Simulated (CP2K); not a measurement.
Two runs for the C K edge of vinylacetaldehyde. Run A: CP2K XAS_TDP, all-electron GAPW, PBEh(45%), aug-cc-pVDZ, TDA, no relativity. Run B differs in one setting.

First lines with a strength over 0.0015. A:

```tsv
atom	energy (eV)	states	strength, one atom
C1 (bonded to C and 2 H)	280.89	1	0.0500
	284.14	1	0.0067
	284.48	1	0.0119
	284.72	1	0.0065
	285.35	1	0.0032
C2 (bonded to 2 C and H)	281.27	1	0.0516
	283.97	1	0.0115
	284.74	1	0.0137
	285.87	1	0.0020
	286.45	1	0.0022
C3 (bonded to 2 C and 2 H)	284.30	1	0.0027
	284.47	1	0.0132
	284.91	1	0.0179
	285.78	1	0.0034
	286.04	1	0.0074
C4 (bonded to C, O and H)	281.60	1	0.0690
	286.70	1	0.0155
	286.91	1	0.0087
	287.58	1	0.0016
	288.83	1	0.0033
```

B:

```tsv
atom	energy (eV)	states	strength, one atom
C1 (bonded to C and 2 H)	287.05	1	0.0489
	290.29	1	0.0065
	290.63	1	0.0116
	290.87	1	0.0064
	291.51	1	0.0031
C2 (bonded to 2 C and H)	287.16	1	0.0506
	289.86	1	0.0113
	290.63	1	0.0134
	291.76	1	0.0020
	292.34	1	0.0021
C3 (bonded to 2 C and 2 H)	290.46	1	0.0027
	290.63	1	0.0130
	291.07	1	0.0175
	291.94	1	0.0033
	292.20	1	0.0073
C4 (bonded to C, O and H)	288.40	1	0.0674
	293.50	1	0.0151
	293.71	1	0.0085
	294.38	1	0.0016
	295.62	1	0.0033
```

Q: Which was it: scalar relativity switched on, the basis, the functional, GW2X switched on?

GW2X switched on. GW2X shifts an atom's lines together and keeps their spacings. Against PBEh(45%) in aug-cc-pVDZ, the leading lines move by +6.16 eV (C1, to 287.05), +5.89 eV (C2, to 287.16), +6.16 eV (C3, to 290.63) and +6.80 eV (C4, to 288.40).

[Banner, clock and machine lines of the logs are left out without a mark of their own.]

[Logs are printed without paths, hosts, clocks, repeated set-up lines and the standing remarks that a program may print on its own settings, such as how far it seeks lower states.]

[Hosts, paths, dates, database ids (printed as entryN), source tags and the programs' standing remarks are cut or masked in the printed files.]
